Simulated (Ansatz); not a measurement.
## Relaxing amorphous Si0.4Ge0.6 (101 atoms)

Aim: bring amorphous Si0.4Ge0.6 (101 atoms) to a nearby minimum of the energy and see what moves.

Method: Kohn-Sham DFT, RPBE, PAW (set soft_2), plane waves, in Ansatz 0.2.0.

### Step 1. The structure

The cell holds 101 atoms: 40 Si and 61 Ge. Cell: a = 13.082 Å, b = 13.082 Å, c = 13.082 Å, α = 90.0°, β = 90.0°, γ = 90.0°. 101 atoms (40 Si, 61 Ge) placed at random at 4.12 g/cm³, melted at 3500 K for 10 ps at fixed volume with the Tersoff potential (Tersoff, Phys. Rev. B 39, 5566 (1989)). Quenched from 3500 K to 100 K at 500 K/ps and fixed volume, held 5 ps.

Limits known from the start: The quench rate of 500 K/ps far exceeds what a furnace or splat quench reaches, so expect more defects and frozen-in strain than in a real sample. The starting topology of bonds comes from the classical model. The Brillouin zone is sampled at Γ only, in a cell whose shortest periodic width is 13 Å.

### Step 2. Single point at the start

A single point comes first, to see the forces before anything moves.

input.yaml reads:

```yaml
crystal:
  lattice:
    - [13.0823, 0.0, 0.0]
    - [0.0, 13.0823, 0.0]
    - [0.0, 0.0, 13.0823]
  atoms:
    - { symbol: Si, position: [0.55419, 0.13187, 0.48154] }
    - { symbol: Si, position: [0.66165, 0.12431, 0.20405] }
    - { symbol: Si, position: [0.58998, 0.86942, 0.89256] }
    - { symbol: Si, position: [0.9833, 0.77102, 0.51522] }
    [... 91 atom lines left out ...]
    - { symbol: Ge, position: [0.86648, 0.60331, 0.302] }
    - { symbol: Ge, position: [0.76432, 0.58761, 0.0381] }
    - { symbol: Ge, position: [0.2255, 0.24, 0.21903] }
    - { symbol: Ge, position: [0.26977, 0.87541, 0.88278] }
    - { symbol: Ge, position: [0.44167, 0.88861, 0.29307] }
    - { symbol: Ge, position: [0.06201, 0.62086, 0.61596] }
kpoints:
  mp_grid: { grid: [1, 1, 1] }
hamiltonian:
  xc: rpbe
scf:
  occupations: { method: fermi_dirac, width: 0.05 }
output:
  forces: true
  stress: true
  populations: true
  dos:
    method: { smearing: { sigma: 0.08 } }
    de: 0.1
    projected: { site_lists: { Ge: [Ge], Si: [Si] } }
  eigenvalues: true
```

On the command line:

```console
$ ansatz run input.yaml --threads 4 --pin off --max-ram 8192MiB --backend cpu --events-out ev --progress --plain --runs-dir out
```

It took 72 s on 4 threads of Arm Neoverse V1, shared host; peak memory 3.5 GiB; 4.7 min of CPU time.

Read from the output:

```yaml
free_energy: -287864.3627 eV
free_energy_per_atom: -2850.1422 eV/atom
scf_cycles: 9
pressure: 1.463 GPa
r_m_s_force_component: 0.3413 eV/Å
longest_force: 1.262 eV/Å
fermi_energy: 7.496 eV
levels_partly_filled_by_over_2_per_cent: 8
spilling_of_the_projection: 0.003648
```

The r.m.s. force component of 0.34 eV/Å and the pressure of 1.5 GPa set the starting point.

Neighbours are counted within 2.93 Å (Ge-Ge), 2.93 Å (Ge-Si), 2.93 Å (Si-Si).

Length of the force by element and coordination:

| element | coordination | atoms | mean length of the force (eV/Å) | spread | least | most |
| --- | --- | --- | --- | --- | --- | --- |
| Ge | all | 61 | 0.533 | 0.237 | 0.0747 | 1.18 |
| Ge | 4 | 42 | 0.528 | 0.224 | 0.0747 | 1.18 |
| Ge | 5 | 19 | 0.544 | 0.264 | 0.0787 | 1.12 |
| Si | all | 40 | 0.544 | 0.260 | 0.0831 | 1.26 |
| Si | 4 | 21 | 0.533 | 0.259 | 0.190 | 1.26 |
| Si | 5 | 19 | 0.557 | 0.261 | 0.0831 | 0.954 |

### Step 3. Cell and atoms relaxed

The cell is relaxed with the atoms, since the starting lattice needn't suit this functional.

input.yaml, the sections that differ from step 2:

```yaml
output:
  forces: true
relax:
  f_tol: 0.03
  max_steps: 66
  cell: {}
# crystal, kpoints, hamiltonian, scf: as in step 2
```

Run time: 33 min. Hardware: 4 threads; peak memory 3.5 GiB.

Step by step (22 of 47):

| step | energy less that of the first step (eV) | largest force component (eV/Å) | pressure (GPa) | volume (Å³) |
| --- | --- | --- | --- | --- |
| 1 | 0.0000 | 1.1730 | 1.46 | 2238.99 |
| 3 | -3.8233 | 0.5081 | -0.07 | 2281.37 |
| 5 | -5.1239 | 0.5625 | -0.04 | 2283.19 |
| 8 | -6.6390 | 0.3557 | -0.04 | 2296.87 |
| 10 | -7.4111 | 0.2772 | -0.01 | 2303.85 |
| 12 | -7.8337 | 0.2256 | -0.02 | 2305.83 |
| 14 | -8.1217 | 0.3191 | -0.03 | 2305.49 |
| 16 | -8.2963 | 0.1713 | -0.01 | 2300.85 |
| 19 | -8.4796 | 0.1694 | -0.02 | 2304.95 |
| 21 | -8.5800 | 0.1336 | 0.01 | 2306.05 |
| 23 | -8.5777 | 0.6597 | -0.03 | 2310.89 |
| 25 | -8.6845 | 0.1053 | -0.01 | 2311.06 |
| 27 | -8.7146 | 0.0568 | -0.01 | 2312.12 |
| 29 | -8.7550 | 0.1445 | -0.01 | 2312.46 |
| 32 | -9.0380 | 0.2387 | -0.02 | 2307.78 |
| 34 | -9.3071 | 0.2300 | 0.00 | 2306.92 |
| 36 | -9.3113 | 0.5824 | 0.00 | 2304.65 |
| 38 | -9.4701 | 0.0664 | 0.00 | 2303.36 |
| 40 | -9.5004 | 0.0478 | 0.01 | 2302.01 |
| 43 | -9.5103 | 0.0268 | 0.00 | 2300.82 |
| 45 | -9.5142 | 0.0331 | 0.00 | 2299.60 |
| 47 | -9.5298 | 0.0290 | 0.01 | 2298.87 |

Relaxation steps 23, 36 were tried and not accepted.

| cell as run | before | after | change |
| --- | --- | --- | --- |
| a (Å) | 13.082 | 13.262 | +1.4 % |
| b (Å) | 13.082 | 13.100 | +0.1 % |
| c (Å) | 13.082 | 13.254 | +1.3 % |
| α (°) | 90.00 | 92.22 | +2.5 % |
| β (°) | 90.00 | 91.59 | +1.8 % |
| γ (°) | 90.00 | 88.21 | -2.0 % |
| volume (Å³/atom) | 22.17 | 22.76 | +2.7 % |

The atoms that moved most (Å, as changes of fractional coordinates times the final cell):

| atom | dx | dy | dz | length |
| --- | --- | --- | --- | --- |
| Ge43 | 0.316 | -0.524 | -1.734 | 1.839 |
| Ge46 | -0.293 | 1.019 | -0.828 | 1.345 |
| Ge93 | 1.189 | -0.432 | -0.213 | 1.283 |
| Ge57 | -0.998 | 0.386 | 0.647 | 1.251 |
| Ge56 | -0.574 | -0.475 | 0.940 | 1.199 |
| Ge62 | 0.319 | 1.006 | 0.473 | 1.157 |
| Ge77 | 0.677 | -0.669 | 0.247 | 0.983 |
| Ge91 | -0.511 | -0.514 | 0.663 | 0.982 |

The relaxation changed the energy by -94.4 meV/atom, and atoms moved by 0.63 Å r.m.s., 1.8 Å at most.

### Step 4. Structure statistics after relaxation

Bonds before and after, by the cutoffs listed below:

| pair | bonds before | bonds after | mean before (Å) | mean after (Å) | spread before (Å) | spread after (Å) |
| --- | --- | --- | --- | --- | --- | --- |
| Ge-Ge | 80 | 74 | 2.554 | 2.600 | 0.087 | 0.091 |
| Ge-Si | 103 | 100 | 2.534 | 2.516 | 0.093 | 0.113 |
| Si-Si | 38 | 36 | 2.476 | 2.405 | 0.078 | 0.043 |

Density 4.01 g/cm³, 22.76 Å³ an atom.

g(r), total and by pair (bins of 0.1 Å):

| r (Å) | total | Ge-Ge | Ge-Si | Si-Si |
| --- | --- | --- | --- | --- |
| 2.25 | 0.00 | 0.00 | 0.00 | 0.00 |
| 2.35 | 1.34 | 0.00 | 0.13 | 8.14 |
| 2.45 | 5.01 | 1.29 | 7.60 | 5.75 |
| 2.55 | 3.10 | 4.98 | 2.56 | 0.36 |
| 2.65 | 1.64 | 3.24 | 0.95 | 0.00 |
| 2.75 | 0.47 | 0.91 | 0.30 | 0.00 |
| 2.85 | 0.17 | 0.36 | 0.09 | 0.00 |
| 2.95 | 0.21 | 0.23 | 0.26 | 0.00 |
| 3.05 | 0.27 | 0.54 | 0.08 | 0.24 |
| 3.15 | 0.47 | 0.79 | 0.30 | 0.23 |
| 3.25 | 0.30 | 0.18 | 0.43 | 0.22 |
| 3.35 | 0.29 | 0.61 | 0.07 | 0.20 |
| 3.45 | 0.78 | 0.73 | 0.94 | 0.38 |
| 3.55 | 0.71 | 0.94 | 0.66 | 0.36 |
| 3.65 | 1.16 | 0.96 | 1.41 | 0.86 |
| 3.75 | 1.40 | 1.39 | 1.49 | 1.14 |
| 3.85 | 1.98 | 1.99 | 1.97 | 2.00 |
| 3.95 | 1.95 | 1.64 | 2.16 | 2.04 |
| 4.05 | 1.60 | 1.32 | 1.78 | 1.67 |
| 4.15 | 1.25 | 0.80 | 1.27 | 2.26 |
| 4.25 | 1.25 | 1.09 | 1.37 | 1.27 |
| 4.35 | 1.29 | 1.61 | 0.95 | 1.58 |
| 4.45 | 0.96 | 0.94 | 1.14 | 0.47 |
| 4.55 | 0.93 | 0.76 | 0.90 | 1.43 |
| 4.65 | 0.73 | 1.09 | 0.62 | 0.21 |
| 4.75 | 0.70 | 0.74 | 0.67 | 0.71 |
| 4.85 | 0.78 | 0.80 | 0.61 | 1.26 |
| 4.95 | 0.80 | 0.80 | 0.79 | 0.84 |
| 5.05 | 0.70 | 0.62 | 0.82 | 0.54 |
| 5.15 | 0.84 | 0.74 | 0.87 | 0.95 |
| 5.25 | 0.68 | 0.61 | 0.76 | 0.58 |
| 5.35 | 0.86 | 0.96 | 0.81 | 0.80 |
| 5.45 | 0.82 | 0.89 | 0.76 | 0.85 |
| 5.55 | 0.98 | 0.83 | 1.14 | 0.82 |
| 5.65 | 1.09 | 1.29 | 0.94 | 1.08 |
| 5.75 | 1.11 | 1.07 | 1.20 | 0.90 |
| 5.85 | 1.18 | 1.09 | 1.14 | 1.54 |
| 5.95 | 1.31 | 1.06 | 1.44 | 1.48 |
| 6.05 | 1.03 | 0.81 | 1.15 | 1.19 |
| 6.15 | 1.31 | 1.33 | 1.35 | 1.15 |
| 6.25 | 1.07 | 1.18 | 1.06 | 0.88 |
| 6.35 | 0.85 | 0.98 | 0.82 | 0.68 |
| 6.45 | 0.95 | 1.02 | 0.92 | 0.88 |

Bonds by pair of elements; cutoffs follow the first minimum of g(r), held within bounds set by covalent radii, and pairs that aren't listed don't count as bonded:

| pair A-B | cutoff (Å) | bonds | mean length (Å) | spread (Å) | shortest (Å) | B about A | A about B |
| --- | --- | --- | --- | --- | --- | --- | --- |
| Ge-Ge | 2.93 | 74 | 2.6 | 0.091 | 2.45 | 2.43 | 2.43 |
| Ge-Si | 3.02 | 100 | 2.52 | 0.113 | 2.37 | 1.64 | 2.5 |
| Si-Si | 2.83 | 36 | 2.40 | 0.043 | 2.34 | 1.8 | 1.8 |

How many atoms have how many bonded neighbours:

| element | mean | 3 | 4 | 5 | 6 |
| --- | --- | --- | --- | --- | --- |
| Ge | 4.07 | 4 | 49 | 8 | 0 |
| Si | 4.3 | 0 | 29 | 10 | 1 |

Bond angles (no mean is given where the spread exceeds 20°):

| angle | count | mean (°) | spread (°) |
| --- | --- | --- | --- |
| Ge-Ge-Si | 193 | 105 | 17.5 |
| Ge-Si-Si | 144 | - | - |
| Ge-Ge-Ge | 133 | 107 | 18 |
| Ge-Si-Ge | 98 | - | - |
| Si-Ge-Si | 60 | - | - |

Bond length by coordination (bonds to H left out):

| element | coordination | atoms | mean bond length (Å) |
| --- | --- | --- | --- |
| Ge | 3 | 4 | 2.56 |
| Ge | 4 | 49 | 2.55 |
| Ge | 5 | 8 | 2.64 |
| Si | 4 | 29 | 2.44 |
| Si | 5 | 10 | 2.53 |
| Si | 6 | 1 | 2.58 |

Rings of the network by King's shortest-path rule, up to 12 atoms, one path for each pair of neighbours; H, halogens, alkali and alkaline-earth atoms are left out, and the last column divides by all other atoms, bonded or not:

| ring size (atoms) | rings | per network atom |
| --- | --- | --- |
| 3 | 9 | 0.089 |
| 4 | 14 | 0.139 |
| 5 | 61 | 0.604 |
| 6 | 83 | 0.822 |
| 7 | 53 | 0.525 |
| 8 | 14 | 0.139 |

For some of the pairs, g(r) has its first main peak near 2.6 Å (Ge-Ge), 2.5 Å (Ge-Si) and 2.4 Å (Si-Si). By these cutoffs 80 % of Ge atoms have 4 and 72 % of Si atoms have 4 bonded neighbours. The Ge-Ge-Si angle averages 105° with a spread of 18°. Rings of 6 atoms are the most common (35 % of those counted); sizes run from 3 to 8.

### Step 5. Single point at the relaxed geometry

One more single point at the end of the walk gives the fuller output and checks the residual forces.

input.yaml reads:

```yaml
crystal:
  lattice:
    - [13.25873, 0.20391, -0.1821]
    - [0.20391, 13.09577, -0.25365]
    - [-0.1821, -0.25365, 13.2503]
  atoms:
    - { symbol: Si, position: [0.55614, 0.13077, 0.4746] }
    - { symbol: Si, position: [0.67576, 0.14487, 0.20688] }
    - { symbol: Si, position: [0.59202, 0.85473, 0.87123] }
    - { symbol: Si, position: [0.02466, 0.74801, 0.54422] }
    [... 91 atom lines left out ...]
    - { symbol: Ge, position: [0.85498, 0.57305, 0.33177] }
    - { symbol: Ge, position: [0.72987, 0.55758, 0.06604] }
    - { symbol: Ge, position: [0.22882, 0.25525, 0.21369] }
    - { symbol: Ge, position: [0.24519, 0.88825, 0.89406] }
    - { symbol: Ge, position: [0.44663, 0.91357, 0.29242] }
    - { symbol: Ge, position: [0.09995, 0.61277, 0.64769] }
kpoints:
  mp_grid: { grid: [1, 1, 1] }
hamiltonian:
  xc: rpbe
scf:
  occupations: { method: fermi_dirac, width: 0.05 }
output:
  forces: true
  stress: true
  populations: true
  dos:
    method: { smearing: { sigma: 0.08 } }
    de: 0.1
    projected: { site_lists: { Ge: [Ge], Si: [Si] } }
  eigenvalues: true
  write_density: true
  write_potential: true
  volumetric_format: npy
```

Run time: 77 s. Hardware: 4 threads; peak memory 3.6 GiB.

Numbers from this run:

```yaml
free_energy: -287873.8925 eV
free_energy_per_atom: -2850.2366 eV/atom
scf_cycles: 9
pressure: 0.009149 GPa
r_m_s_force_component: 0.00747 eV/Å
longest_force: 0.03436 eV/Å
fermi_energy: 7.203 eV
levels_partly_filled_by_over_2_per_cent: 2
spilling_of_the_projection: 0.003442
```

Löwdin charges by element and coordination (they lack the spilled electrons, 0.035 e an atom on average):

| element | coordination | atoms | mean charge (e) | spread | least | most |
| --- | --- | --- | --- | --- | --- | --- |
| Ge | all | 61 | 0.0099 | 0.0293 | -0.0566 | 0.0968 |
| Ge | 3 | 4 | -0.0233 | 0.0333 | -0.0566 | 0.0187 |
| Ge | 4 | 49 | 0.0113 | 0.0251 | -0.039 | 0.0968 |
| Ge | 5 | 8 | 0.018 | 0.0387 | -0.0393 | 0.0729 |
| Si | all | 40 | 0.0722 | 0.0308 | 0.0072 | 0.171 |
| Si | 4 | 29 | 0.0716 | 0.0253 | 0.0072 | 0.137 |
| Si | 5 | 10 | 0.0639 | 0.0298 | 0.0248 | 0.124 |
| Si | 6 | 1 | 0.171 | 0 | 0.171 | 0.171 |

Density of states as counts of states in windows of 0.5 eV (from the Fermi level), total and the larger projections:

| from (eV) | to (eV) | total | Ge p | Si p | Ge s | Si s |
| --- | --- | --- | --- | --- | --- | --- |
| -10 | -9.5 | 11.3 | 2.0 | 1.5 | 5.1 | 2.6 |
| -9.5 | -9 | 17.9 | 3.0 | 2.4 | 8.4 | 4.0 |
| -9 | -8.5 | 19.1 | 3.6 | 2.7 | 8.4 | 4.3 |
| -8.5 | -8 | 15.2 | 3.0 | 2.6 | 5.8 | 3.8 |
| -8 | -7.5 | 12.3 | 2.7 | 2.1 | 4.8 | 2.7 |
| -7.5 | -7 | 12.0 | 2.7 | 2.2 | 4.9 | 2.2 |
| -7 | -6.5 | 12.1 | 3.0 | 2.4 | 4.3 | 2.3 |
| -6.5 | -6 | 13.7 | 3.4 | 2.9 | 4.7 | 2.5 |
| -6 | -5.5 | 12.8 | 3.4 | 3.0 | 3.5 | 2.8 |
| -5.5 | -5 | 11.6 | 3.2 | 3.0 | 3.1 | 2.2 |
| -5 | -4.5 | 11.5 | 3.9 | 3.2 | 2.2 | 2.1 |
| -4.5 | -4 | 13.6 | 6.1 | 5.1 | 1.1 | 1.2 |
| -4 | -3.5 | 21.1 | 10.3 | 8.4 | 1.4 | 0.9 |
| -3.5 | -3 | 25.6 | 13.3 | 9.9 | 1.3 | 0.9 |
| -3 | -2.5 | 30.0 | 15.9 | 11.4 | 1.5 | 0.9 |
| -2.5 | -2 | 30.1 | 16.9 | 10.8 | 1.3 | 0.8 |
| -2 | -1.5 | 28.8 | 16.3 | 10.1 | 1.3 | 0.7 |
| -1.5 | -1 | 28.4 | 16.8 | 9.0 | 1.4 | 0.8 |
| -1 | -0.5 | 19.9 | 11.7 | 5.7 | 1.5 | 0.6 |
| -0.5 | 0 | 8.8 | 5.0 | 2.2 | 1.0 | 0.4 |
| 0 | 0.5 | 12.8 | 6.7 | 2.9 | 1.8 | 0.8 |
| 0.5 | 1 | 18.9 | 8.7 | 4.6 | 2.8 | 1.7 |
| 1 | 1.5 | 22.9 | 10.2 | 5.9 | 3.0 | 2.1 |
| 1.5 | 2 | 25.2 | 11.3 | 6.6 | 2.9 | 2.3 |
| 2 | 2.5 | 28.1 | 12.5 | 7.6 | 2.8 | 2.2 |
| 2.5 | 3 | 28.9 | 12.8 | 8.0 | 2.6 | 1.9 |

The curve was stored every 0.100 eV, coarse against its broadening of 0.08 eV, so these counts are rough.

Between -25 and -10 eV lie 658 more states.

The levels nearest the highest filled one (over half full), pooled over k-points and spins:

| level less the highest filled one (eV) | occupation |
| --- | --- |
| -0.485 | 2 |
| -0.389 | 2 |
| -0.356 | 2 |
| -0.301 | 2.00 |
| -0.161 | 1.99 |
| 0 | 1.68 |
| 0.173 | 0.283 |
| 0.282 | 0.037 |
| 0.334 | 0.013 |
| 0.403 | 0.003 |
| 0.491 | 0.001 |
| 0.557 | 0 |

Mean Löwdin charges: Ge +0.01, Si +0.07 e (they miss 0.34 % of the electrons, so they add up to more than the cell's charge). Charges this small depend on the projection, at times even in sign. Within 0.4 eV of the Fermi level the largest share is Ge p (57 % of the projected weight).

### Step 6. Summary of results

```yaml
energy_change_in_the_relaxation: -94.35 meV/atom
r_m_s_displacement: 0.628 Å
largest_displacement: 1.839 Å
free_energy_per_atom: -2850.2366 eV/atom
pressure: 0.009149 GPa
r_m_s_force_component: 0.00747 eV/Å
wall_time_of_the_3_dft_runs: 35 min
```

Relaxation lowers the energy by 94.4 meV/atom and moves atoms by 0.63 Å r.m.s.; the r.m.s. force component goes from 0.34 to 0.0075 eV/Å, the pressure goes from 1.5 to 0.0091 GPa. Displacements are taken in the final cell, so they leave out its strain. By the final cutoffs 29 of 221 bonded pairs parted and 18 joined. The cell grew by 2.7 % in volume. First to last step the energy falls by 9.530 eV; the largest move, 1.84 Å, is that of Ge43. The Si-Si bonds change most in mean length: from 2.476 Å (spread 0.078) to 2.405 Å (spread 0.043), and their number from 38 to 36. Counting bonds as in the table, 80 % of Ge atoms have 4 and 72 % of Si atoms have 4 bonded neighbours. Levels near the Fermi energy are neither full nor empty under the smearing, so no gap is quoted.

What to keep in mind: The starting topology of bonds comes from the classical model; in DFT 29 of its 221 bonded pairs passed out of the cutoffs and 18 came within them.

[Logs are printed without paths, hosts, clocks, repeated set-up lines and the standing remarks that a program may print on its own settings, such as how far it seeks lower states.]

[Hosts, paths, dates, database ids (printed as entryN), source tags and the programs' standing remarks are cut or masked in the printed files.]
